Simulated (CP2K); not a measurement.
Two runs for the C K edge of 3-methylthiothiophene. Run A: CP2K XAS_TDP, all-electron GAPW, PBEh(45%), aug-cc-pVDZ, TDA, no relativity. Run B differs in one setting.

First lines with a strength over 0.0015. A:

```csv
atom,energy (eV),states,"strength, one atom"
C1 (bonded to S and 3 H),283.63,1,0.0377
,284.51,1,0.0098
,284.99,1,0.0055
,285.24,1,0.0194
,285.36,1,0.0200
C3 (bonded to 2 C and S),282.38,1,0.0457
,284.61,1,0.0058
,284.69,1,0.0333
,285.69,1,0.0040
,286.02,1,0.0060
C4 (bonded to 2 C and H),281.76,1,0.0470
,283.88,1,0.0069
,284.45,1,0.0110
,285.06,1,0.0030
,285.36,1,0.0026
"C5 (bonded to C, S and H)",281.89,1,0.0503
,284.44,1,0.0306
,285.01,1,0.0141
,285.87,1,0.0045
,286.16,1,0.0015
"C7 (bonded to C, S and H)",281.79,1,0.0501
,284.40,1,0.0309
,285.16,1,0.0130
,285.89,1,0.0021
,286.09,1,0.0023
```

B:

```csv
atom,energy (eV),states,"strength, one atom"
C1 (bonded to S and 3 H),287.79,1,0.0526
,289.24,1,0.0077
,289.73,1,0.0342
,289.88,1,0.0364
,290.53,1,0.0032
C3 (bonded to 2 C and S),286.44,1,0.0565
,289.00,1,0.0431
,289.62,1,0.0041
,290.83,1,0.0028
,290.88,1,0.0037
C4 (bonded to 2 C and H),285.80,1,0.0577
,288.89,1,0.0051
,289.22,1,0.0190
,290.25,1,0.0063
,290.51,1,0.0038
"C5 (bonded to C, S and H)",285.92,1,0.0585
,288.80,1,0.0442
,289.74,1,0.0196
,290.97,1,0.0024
,291.28,1,0.0027
"C7 (bonded to C, S and H)",285.84,1,0.0583
,288.80,1,0.0436
,289.91,1,0.0200
,291.10,1,0.0020
,291.17,1,0.0042
```

**Question.** Which was it: GW2X switched on, scalar relativity switched on, the functional, the basis?

The functional (functional from PBEh(45%) to PBEh(60%); the lines alone don't name the new value). A functional moves all lines by electronvolts and changes their spacings and strengths. Against PBEh(45%) in aug-cc-pVDZ, the leading lines move by +4.16 eV (C1, to 287.79), +4.06 eV (C3, to 286.44), +4.04 eV (C4, to 285.80), +4.03 eV (C5, to 285.92) and +4.05 eV (C7, to 285.84); the strength of C1's goes from 0.0377 to 0.0526. The next line of C1 over the strength cut lies 1.45 eV higher, against 0.88.

[Banner, clock and machine lines of the logs are left out without a mark of their own.]

[Logs are printed without paths, hosts, clocks, repeated set-up lines and the standing remarks that a program may print on its own settings, such as how far it seeks lower states.]

[Hosts, paths, dates, database ids (printed as entryN), source tags and the programs' standing remarks are cut or masked in the printed files.]
